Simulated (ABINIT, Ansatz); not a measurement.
## Li3HO (Pm-3m): modes at Γ and the response to a field

Wanted: the vibrations of Li3HO (Pm-3m) at Γ, by two programs.

Main program and level: ABINIT 10.8.3; DFT LDA, scalar-relativistic, plane waves, PseudoDojo stringent norm-conserving pseudopotentials.

The structure was built from a prototype and need not be the compound's stable phase.

### Step 1. Set-up

Symmetry: Pm-3m, No. 221, cubic system. Conventional cell: a = 3.637 Å, b = 3.637 Å, c = 3.637 Å, α = 90.00°, β = 90.00°, γ = 90.00°. H has 12 Li at 2.57 Å nearest. Nearest to O lie 6 Li at 1.82 Å. Li has 2 O at 1.82 Å nearest. Farther neighbours and most contacts between anions are not listed.

### Step 2. Relaxing the cell and atoms

The harmonic expansion needs vanishing forces, and a free crystal bears no stress, so cell and atoms are brought to rest. Stress is more sensitive to the basis than forces are: the last 3 Ha under the cutoff are smoothed with ecutsm, and the cutoff is raised above that of the later runs.

The starting cell comes from a relaxation made beforehand in Ansatz (LDA, PseudoDojo NC).

Input file relax.abi:

```
# relaxation
ionmov 2
optcell 2
dilatmx 1.08
ntime 40
tolmxf 1.0d-05
tolvrs 1.0d-14
prtwf 0
prtden 0
chksymtnons 0

# basis, mesh and filling
ecut 54.0
ecutsm 3.0
ngkpt 6 6 6
nshiftk 1
shiftk 0.0 0.0 0.0
istwfk *1
occopt 1
nband 8
nstep 100
diemac 9.0
prtebands 0
prtgsr 0
useylm 1

# cell and atoms
acell 3*1.0 Angstrom
rprim 
    3.637244848 0.0 0.0
    0.0 3.637244848 0.0
    0.0 0.0 3.637244848
ntypat 3
znucl 1 8 3
natom 5
typat 1 2 3 3 3
xred 
    0.0 0.0 0.0
    0.5 0.5 0.5
    0.5 0.5 0.0
    0.5 0.0 0.5
    0.0 0.5 0.5
pp_dirpath "./pseudo"
pseudos "H.upf, O.upf, Li.upf"
```

The run is started by

```
> OMP_NUM_THREADS=1 mpirun -n 4 abinit relax.abi > relax.log
```

Numbers of over 12 decimals in the logs are rounded to 6 here.

relax.abo, the main output file:

```text
[banners, grids, parts of the stress and lines that vanish by symmetry left out]
- input  file    -> relax.abi
- output file    -> relax.abo
- root for input  files -> relaxi
[...]
Symmetries : space group Pm -3 m (#221); Bravais cP (primitive cubic)
[...]
mpw =        7809          nfft =      125000          nkpt =          20
[...]
== DATASET  1 ==================================================================
[...]
cutoff_energies: {ecut:  54.0, pawecutdg:  -1.0, }
[...]
ETOT  1  -38.594473660333    -3.859E+01 2.873E-01 1.936E+03
 ETOT  2  -38.466862904547     1.276E-01 2.473E-04 2.675E+03
 ETOT  3  -38.865470010747    -3.986E-01 3.382E-03 2.165E+02
 ETOT  4  -38.888375675315    -2.291E-02 7.506E-04 2.043E+00
 ETOT  5  -38.888417058084    -4.138E-05 1.490E-05 2.164E+00
[...]
At SCF step   14       vres2   =  1.60E-17 < tolvrs=  1.00E-14 =>converged.
[...]
sigma(1 1)= -6.87573444E-07  sigma(3 2)=  0.00000000E+00
  sigma(2 2)= -6.87573444E-07  sigma(3 1)=  0.00000000E+00
  sigma(3 3)= -6.87573444E-07  sigma(2 1)=  0.00000000E+00
[...]
convergence: {deltae:  3.745E-12, res2:  1.598E-17, residm:  1.312E-19, diffor: null, }
etotal    :  -3.88886359E+01
[...]
ETOT  1  -38.888635827839    -3.889E+01 1.364E-12 1.273E-03
[...]
At SCF step    9       vres2   =  1.33E-16 < tolvrs=  1.00E-14 =>converged.
[...]
sigma(1 1)= -5.63904733E-07  sigma(3 2)=  0.00000000E+00
  sigma(2 2)= -5.63904733E-07  sigma(3 1)=  0.00000000E+00
  sigma(3 3)= -5.63904733E-07  sigma(2 1)=  0.00000000E+00
[...]
convergence: {deltae:  2.089E-12, res2:  1.334E-16, residm:  5.577E-20, diffor: null, }
etotal    :  -3.88886359E+01
[...]
ETOT  1  -38.888633579138    -3.889E+01 2.860E-11 2.652E-02
[...]
ETOT  8  -38.888635967610    -2.878E-12 8.838E-18 5.078E-13
 ETOT  9  -38.888635967610     3.695E-13 1.145E-18 2.432E-15
 At SCF step    9       vres2   =  2.43E-15 < tolvrs=  1.00E-14 =>converged.
[...]
sigma(1 1)= -2.25162482E-10  sigma(3 2)=  0.00000000E+00
  sigma(2 2)= -2.25162479E-10  sigma(3 1)=  0.00000000E+00
  sigma(3 3)= -2.25162480E-10  sigma(2 1)=  0.00000000E+00
[...]
convergence: {deltae:  3.695E-13, res2:  2.432E-15, residm:  1.145E-18, diffor: null, }
etotal    :  -3.88886360E+01
[...]
At Broyd/MD step   3, gradients are converged :
[...]
sigma(1 1)= -2.25162482E-10  sigma(3 2)=  0.00000000E+00
  sigma(2 2)= -2.25162479E-10  sigma(3 1)=  0.00000000E+00
  sigma(3 3)= -2.25162480E-10  sigma(2 1)=  0.00000000E+00
[...]
- sigma(1 1)= -6.62450894E-06  sigma(3 2)=  0.00000000E+00
- sigma(2 2)= -6.62450884E-06  sigma(3 1)=  0.00000000E+00
- sigma(3 3)= -6.62450889E-06  sigma(2 1)=  0.00000000E+00
[...]
fcart     -0.0000000000E+00 -0.0000000000E+00 -0.0000000000E+00
           strten     -2.2516248219E-10 -2.2516247894E-10 -2.2516248046E-10
================================================================================

[key lines of the parts left out:]
pressure_GPa:   6.6245E-06
Total energy (etotal) [Ha]= -3.88886359676099E+01
```

Elapsed: 29 s, on 4 MPI ranks of Arm Neoverse V1, shared host.

Little changed from the start: no atom moved by 0.005 Å and no cell edge by 0.1 %.

This step gave:

| Quantity | Value |
| --- | --- |
| volume per atom | 9.627 Å³ |
| pressure | 6.62e-6 GPa |

### Step 3. Ground state

The response is built on these wavefunctions, so the potential is converged far more tightly than an energy would need. The mesh is shifted off Γ, since shifted meshes converge sums over the zone faster.

Input file gs.abi:

```
# ground state
tolvrs 1.0d-16
prtden 1
prtwf 1

# basis, mesh and filling
ecut 44.0
ngkpt 6 6 6
nshiftk 1
shiftk 0.5 0.5 0.5
istwfk *1
occopt 1
nband 8
nstep 100
diemac 9.0
prtebands 0
prtgsr 0
useylm 1

# cell and atoms
acell 3*1.0 Angstrom
rprim 
    3.637662099 0.0 0.0
    0.0 3.637662099 0.0
    0.0 0.0 3.637662099
ntypat 3
znucl 1 8 3
natom 5
typat 1 2 3 3 3
xred 
    0.0 0.0 0.0
    0.5 0.5 0.5
    0.5 0.5 0.0
    0.5 0.0 0.5
    0.0 0.5 0.5
pp_dirpath "./pseudo"
pseudos "H.upf, O.upf, Li.upf"
```

The run is started by

```
> OMP_NUM_THREADS=1 mpirun -n 4 abinit gs.abi > gs.log
```

gs.abo, the main output file:

```text
[banners, grids, parts of the stress and lines that vanish by symmetry left out]
- input  file    -> gs.abi
- output file    -> gs.abo
- root for input  files -> gsi
[...]
Symmetries : space group Pm -3 m (#221); Bravais cP (primitive cubic)
[...]
mpw =        4545          nfft =       91125          nkpt =          10
[...]
== DATASET  1 ==================================================================
[...]
cutoff_energies: {ecut:  44.0, pawecutdg:  -1.0, }
[...]
ETOT  1  -38.581123459735    -3.858E+01 1.689E-01 1.386E+03
 ETOT  2  -38.514638427726     6.649E-02 5.386E-04 1.750E+03
 ETOT  3  -38.863655133776    -3.490E-01 3.134E-03 1.570E+02
 ETOT  4  -38.885850734737    -2.220E-02 8.609E-04 1.325E+01
 ETOT  5  -38.887597927728    -1.747E-03 4.485E-06 4.292E+00
[...]
ETOT 13  -38.888447135324    -2.231E-12 6.133E-18 2.533E-15
 ETOT 14  -38.888447135327    -2.345E-12 1.791E-20 2.071E-17
 At SCF step   14       vres2   =  2.07E-17 < tolvrs=  1.00E-16 =>converged.
[...]
sigma(1 1)=  9.24362277E-06  sigma(3 2)=  0.00000000E+00
  sigma(2 2)=  9.24362277E-06  sigma(3 1)=  0.00000000E+00
  sigma(3 3)=  9.24362277E-06  sigma(2 1)=  0.00000000E+00
[...]
convergence: {deltae: -2.345E-12, res2:  2.071E-17, residm:  1.791E-20, diffor: null, }
etotal    :  -3.88884471E+01
[...]
sigma(1 1)=  9.24362277E-06  sigma(3 2)=  0.00000000E+00
  sigma(2 2)=  9.24362277E-06  sigma(3 1)=  0.00000000E+00
  sigma(3 3)=  9.24362277E-06  sigma(2 1)=  0.00000000E+00
[...]
- sigma(1 1)=  2.71956771E-01  sigma(3 2)=  0.00000000E+00
- sigma(2 2)=  2.71956771E-01  sigma(3 1)=  0.00000000E+00
- sigma(3 3)=  2.71956771E-01  sigma(2 1)=  0.00000000E+00
[...]
fcart     -0.0000000000E+00 -0.0000000000E+00 -0.0000000000E+00
           strten      9.2436227680E-06  9.2436227680E-06  9.2436227680E-06
================================================================================

[key lines of the parts left out:]
pressure_GPa:  -2.7196E-01
```

It took 7.1 s on 4 MPI ranks; 28 s of CPU time.

This step gave:

| Item | Value |
| --- | --- |
| pressure | -0.2720 GPa |

The cell stands at -0.27 GPa: the relaxation ran with a smoothed and higher cutoff and on another k mesh.

### Step 4. Empty bands

Empty bands on the ground state's density check that the gap assumed so far is there in this cell.

Input file gap.abi:

```
# empty bands on the ground state's density
iscf -2
getden_filepath "gso_DEN"
tolwfr 1.0d-12
nbdbuf 2
prtwf 0

# basis, mesh and filling
ecut 44.0
ngkpt 6 6 6
nshiftk 1
shiftk 0.0 0.0 0.0
istwfk *1
occopt 1
nband 12
nstep 100
diemac 9.0
prtebands 0
prtgsr 0
useylm 1

# cell and atoms
acell 3*1.0 Angstrom
rprim 
    3.637662099 0.0 0.0
    0.0 3.637662099 0.0
    0.0 0.0 3.637662099
ntypat 3
znucl 1 8 3
natom 5
typat 1 2 3 3 3
xred 
    0.0 0.0 0.0
    0.5 0.5 0.5
    0.5 0.5 0.0
    0.5 0.0 0.5
    0.0 0.5 0.5
pp_dirpath "./pseudo"
pseudos "H.upf, O.upf, Li.upf"
```

The run is started by

```
> OMP_NUM_THREADS=1 mpirun -n 4 abinit gap.abi > gap.log
```

gap.abo, the main output file:

```text
[banners, grids, parts of the stress and lines that vanish by symmetry left out]
- input  file    -> gap.abi
- output file    -> gap.abo
- root for input  files -> gapi
[...]
Symmetries : space group Pm -3 m (#221); Bravais cP (primitive cubic)
[...]
mpw =        4632          nfft =       91125          nkpt =          20
[...]
== DATASET  1 ==================================================================
[...]
cutoff_energies: {ecut:  44.0, pawecutdg:  -1.0, }
[...]
-outvars: echo values of variables after computation
            acell      1.8897261259E+00  1.8897261259E+00  1.8897261259E+00 Bohr
================================================================================
```

Wall time 6.3 s (4 MPI ranks); 25 s of CPU time.

This step gave:

```
gap on the k-mesh : 2.943 eV
```

In this cell the gap on the mesh is 2.9 eV, indirect (smallest direct 3.2 eV), so fixed occupations hold.

### Step 5. Zone-centre response

The derivative of the wavefunctions by k comes first, since the response to a field is built on it; then the field and the displacements that symmetry doesn't supply are solved at q = 0.

It reads the wavefunctions written in step 3.

Input file dfpt_gamma.abi:

```
ndtset 2

# common to the responses
getwfk_filepath "gso_WFK"
kptopt 2
nqpt 1
qpt 0.0 0.0 0.0
asr 0
chneut 0

# d/dk
rfelfd1 2
rfdir1 1 1 1
iscf1 -3
tolwfr1 1.0d-20

# displacements, field
rfphon2 1
rfatpol2 1 5
rfdir2 1 1 1
rfelfd2 3
getddk2 1
tolvrs2 1.0d-10
prtwf2 0

# basis, mesh and filling
ecut 44.0
ngkpt 6 6 6
nshiftk 1
shiftk 0.5 0.5 0.5
istwfk *1
occopt 1
nband 8
nstep 100
diemac 9.0
prtebands 0
prtgsr 0
useylm 1

# cell and atoms
acell 3*1.0 Angstrom
rprim 
    3.637662099 0.0 0.0
    0.0 3.637662099 0.0
    0.0 0.0 3.637662099
ntypat 3
znucl 1 8 3
natom 5
typat 1 2 3 3 3
xred 
    0.0 0.0 0.0
    0.5 0.5 0.5
    0.5 0.5 0.0
    0.5 0.0 0.5
    0.0 0.5 0.5
pp_dirpath "./pseudo"
pseudos "H.upf, O.upf, Li.upf"
```

The run is started by

```
> OMP_NUM_THREADS=1 mpirun -n 4 abinit dfpt_gamma.abi > dfpt_gamma.log
```

dfpt_gamma.abo, the main output file:

```text
[banners, grids, parts of the stress and lines that vanish by symmetry left out]
- input  file    -> dfpt_gamma.abi
- output file    -> dfpt_gamma.abo
- root for input  files -> dfpt_gammai
[...]
DATASET    1 : space group Pm -3 m (#221); Bravais cP (primitive cubic)
[...]
nfft =       91125          nkpt =         108
[...]
DATASET    2 : space group Pm -3 m (#221); Bravais cP (primitive cubic)
[...]
nfft =       91125          nkpt =         108
[...]
== DATASET  1 ==================================================================
[...]
cutoff_energies: {ecut:  44.0, pawecutdg:  -1.0, }
[...]
-  3.00000   3.00000  180309                  znucl, zion, pspdat
[...]
Perturbation : derivative vs k along direction   1
[...]
-ETOT  1  -13.842755119224     -1.384E+01 7.349E-02 0.000E+00
 ETOT  2  -13.855174226638     -1.242E-02 1.594E-04 0.000E+00
 ETOT  3  -13.855212735700     -3.851E-05 1.381E-06 0.000E+00
 ETOT  4  -13.855212974777     -2.391E-07 1.710E-08 0.000E+00
 ETOT  5  -13.855212976667     -1.890E-09 1.773E-10 0.000E+00
[...]
At SCF step   11   max residual=  9.95E-21 < tolwfr=  1.00E-20 =>converged.
[...]
Perturbation : derivative vs k along direction   2
[...]
-ETOT  1  -13.842549358062     -1.384E+01 7.349E-02 0.000E+00
[...]
At SCF step   11   max residual=  9.95E-21 < tolwfr=  1.00E-20 =>converged.
[...]
Perturbation : derivative vs k along direction   3
[...]
-ETOT  1  -13.842755164862     -1.384E+01 7.349E-02 0.000E+00
[...]
At SCF step   11   max residual=  9.95E-21 < tolwfr=  1.00E-20 =>converged.
[...]
1        1       0.6951658040    0.0000000000
     1        2       0.0000000000    0.0000000000
     1        3       0.0000000000    0.0000000000
     2        1       0.0000000000    0.0000000000
     2        2       0.6951658040   -0.0000000000
     2        3       0.0000000000    0.0000000000
     3        1       0.0000000000    0.0000000000
     3        2       0.0000000000    0.0000000000
     3        3       0.6951658040    0.0000000000
[...]
== DATASET  2 ==================================================================
[...]
cutoff_energies: {ecut:  44.0, pawecutdg:  -1.0, }
[...]
Perturbation : displacement of atom   1   along direction   1
[...]
-ETOT  1  0.377644     -4.336E+01 3.078E-01 1.010E+03
[...]
At SCF step    9       vres2   =  7.49E-13 < tolvrs=  1.00E-10 =>converged.
[...]
Perturbation : displacement of atom   2   along direction   1
[...]
-ETOT  1   7.512207     -3.149E+03 2.402E+00 1.015E+04
[...]
At SCF step    9       vres2   =  7.48E-11 < tolvrs=  1.00E-10 =>converged.
[...]
Perturbation : displacement of atom   3   along direction   1
[...]
-ETOT  1  0.949145     -1.985E+03 1.997E+01 4.583E+02
[...]
At SCF step   10       vres2   =  1.76E-11 < tolvrs=  1.00E-10 =>converged.
[...]
Perturbation : displacement of atom   3   along direction   3
[...]
-ETOT  1   6.000424     -1.967E+03 1.958E+01 1.278E+03
[...]
At SCF step    9       vres2   =  4.18E-12 < tolvrs=  1.00E-10 =>converged.
[...]
Perturbation : homogeneous electric field along direction   1
[...]
-ETOT  1  -57.072301073672     -5.707E+01 2.755E-01 3.124E+03
[...]
ETOT  8  -57.754053991580     -4.825E-12 2.411E-14 1.266E-10
 ETOT  9  -57.754053991580      1.137E-13 9.770E-17 5.610E-13
 At SCF step    9       vres2   =  5.61E-13 < tolvrs=  1.00E-10 =>converged.
[...]
Dielectric tensor, in cartesian coordinates,
[...]
1    7   1    7         3.6743077279        -0.0000000000
   1    7   2    7        -0.0000000000        -0.0000000000
   1    7   3    7        -0.0000000000        -0.0000000000
   2    7   1    7        -0.0000000000        -0.0000000000
   2    7   2    7         3.6743077279        -0.0000000000
   2    7   3    7        -0.0000000000        -0.0000000000
   3    7   1    7        -0.0000000000        -0.0000000000
   3    7   2    7        -0.0000000000        -0.0000000000
   3    7   3    7         3.6743077279        -0.0000000000
  Effective charges, in cartesian coordinates,
[...]
1    1   1    7        -1.0637795323         0.0000000000
   2    1   1    7         0.0000000000         0.0000000000
   3    1   1    7         0.0000000000         0.0000000000
   1    2   1    7        -2.1900096414         0.0000000000
   2    2   1    7         0.0000000000         0.0000000000
[...]
Effective charges, in cartesian coordinates,
[...]
2    7   1    5         0.0000000000         0.0000000000
   3    7   1    5         0.0000000000         0.0000000000
   1    7   2    5         0.0000000000         0.0000000000
   2    7   2    5         1.1366106201         0.0000000000
   3    7   2    5         0.0000000000         0.0000000000
   1    7   3    5         0.0000000000         0.0000000000
   2    7   3    5         0.0000000000         0.0000000000
   3    7   3    5         1.1366106201         0.0000000000
  Phonon wavevector (reduced coordinates) :  0.00000  0.00000  0.00000
 Phonon energies in Hartree :
[...]
Phonon frequencies in cm-1    :
- -2.567038E+02 -2.567038E+02 -2.567038E+02  1.777818E+00  1.777818E+00
-  1.777818E+00  1.588765E+02  1.588765E+02  1.588765E+02  5.570171E+02
-  5.570171E+02  5.570171E+02  7.367594E+02  7.367594E+02  7.367594E+02
  Phonon at Gamma, with non-analyticity in the
[...]
Phonon energies in Hartree :
[...]
Phonon frequencies in cm-1    :
- -2.567038E+02 -2.567038E+02  1.777219E+00  1.777818E+00  1.777818E+00
-  1.588765E+02  1.588765E+02  1.588765E+02  4.941414E+02  5.570171E+02
-  5.570171E+02  5.986966E+02  7.367594E+02  7.367594E+02  8.500285E+02
  Phonon at Gamma, with non-analyticity in the
[...]
Phonon energies in Hartree :
[...]
Phonon frequencies in cm-1    :
- -2.567038E+02 -2.567038E+02  1.777219E+00  1.777818E+00  1.777818E+00
-  1.588765E+02  1.588765E+02  1.588765E+02  4.941414E+02  5.570171E+02
-  5.570171E+02  5.986966E+02  7.367594E+02  7.367594E+02  8.500285E+02
  Phonon at Gamma, with non-analyticity in the
[...]
Phonon energies in Hartree :
[...]
Phonon frequencies in cm-1    :
- -2.567038E+02 -2.567038E+02  1.777219E+00  1.777818E+00  1.777818E+00
-  1.588765E+02  1.588765E+02  1.588765E+02  4.941414E+02  5.570171E+02
-  5.570171E+02  5.986966E+02  7.367594E+02  7.367594E+02  8.500285E+02
[...]
fcart2     0.0000000000E+00  0.0000000000E+00  0.0000000000E+00
           strten2     0.0000000000E+00  0.0000000000E+00  0.0000000000E+00
================================================================================
```

Run time: 2.3 min. Hardware: 4 MPI ranks; 9.1 min of CPU time.

Read from the output:

```yaml
miss_of_the_charge_sum_rule: 0.001484 e
largest_acoustic_frequency_at_the_zone_centre_before_the_sum_rule: 1.78 cm⁻¹
highest_optical_zone_centre_mode_no_lo_to_term: 736.8 cm⁻¹
lowest_optical_zone_centre_mode: -256.7 cm⁻¹
mean_high_frequency_dielectric_constant: 3.674
largest_born_charge_in_size_third_of_the_trace: 2.19 e
```

Born charge (rows field, columns displacement), before the sum rule (e), principal values of the symmetric part by kind of site:

```csv
atom,atoms with these values,low,middle,high,mean
H1,1,-1.06,-1.06,-1.06,-1.06
O2,1,-2.19,-2.19,-2.19,-2.19
Li3,3,0.98,1.14,1.14,1.09
```

In full for Li3:

```
1.14 0.00 0.00
0.00 1.14 0.00
0.00 0.00 0.98
```

High-frequency dielectric tensor:

```
3.67 0.00 0.00
0.00 3.67 0.00
0.00 0.00 3.67
```

The acoustic modes at Γ come out as far as 1.8 cm⁻¹ from zero, where they should vanish, a small numerical error; the Born charges miss their sum rule by 0.0015 e, which is good. The lowest optical mode is imaginary, 257i cm⁻¹, an instability at this level and on this k mesh.

(Continued in part 2 of 2.)

[Host names and launcher messages were left out of these logs when they were recorded.]

[Logs are printed without paths, hosts, clocks, repeated set-up lines and the standing remarks that a program may print on its own settings, such as how far it seeks lower states.]

[Hosts, paths, dates, database ids (printed as entryN), source tags and the programs' standing remarks are cut or masked in the printed files.]
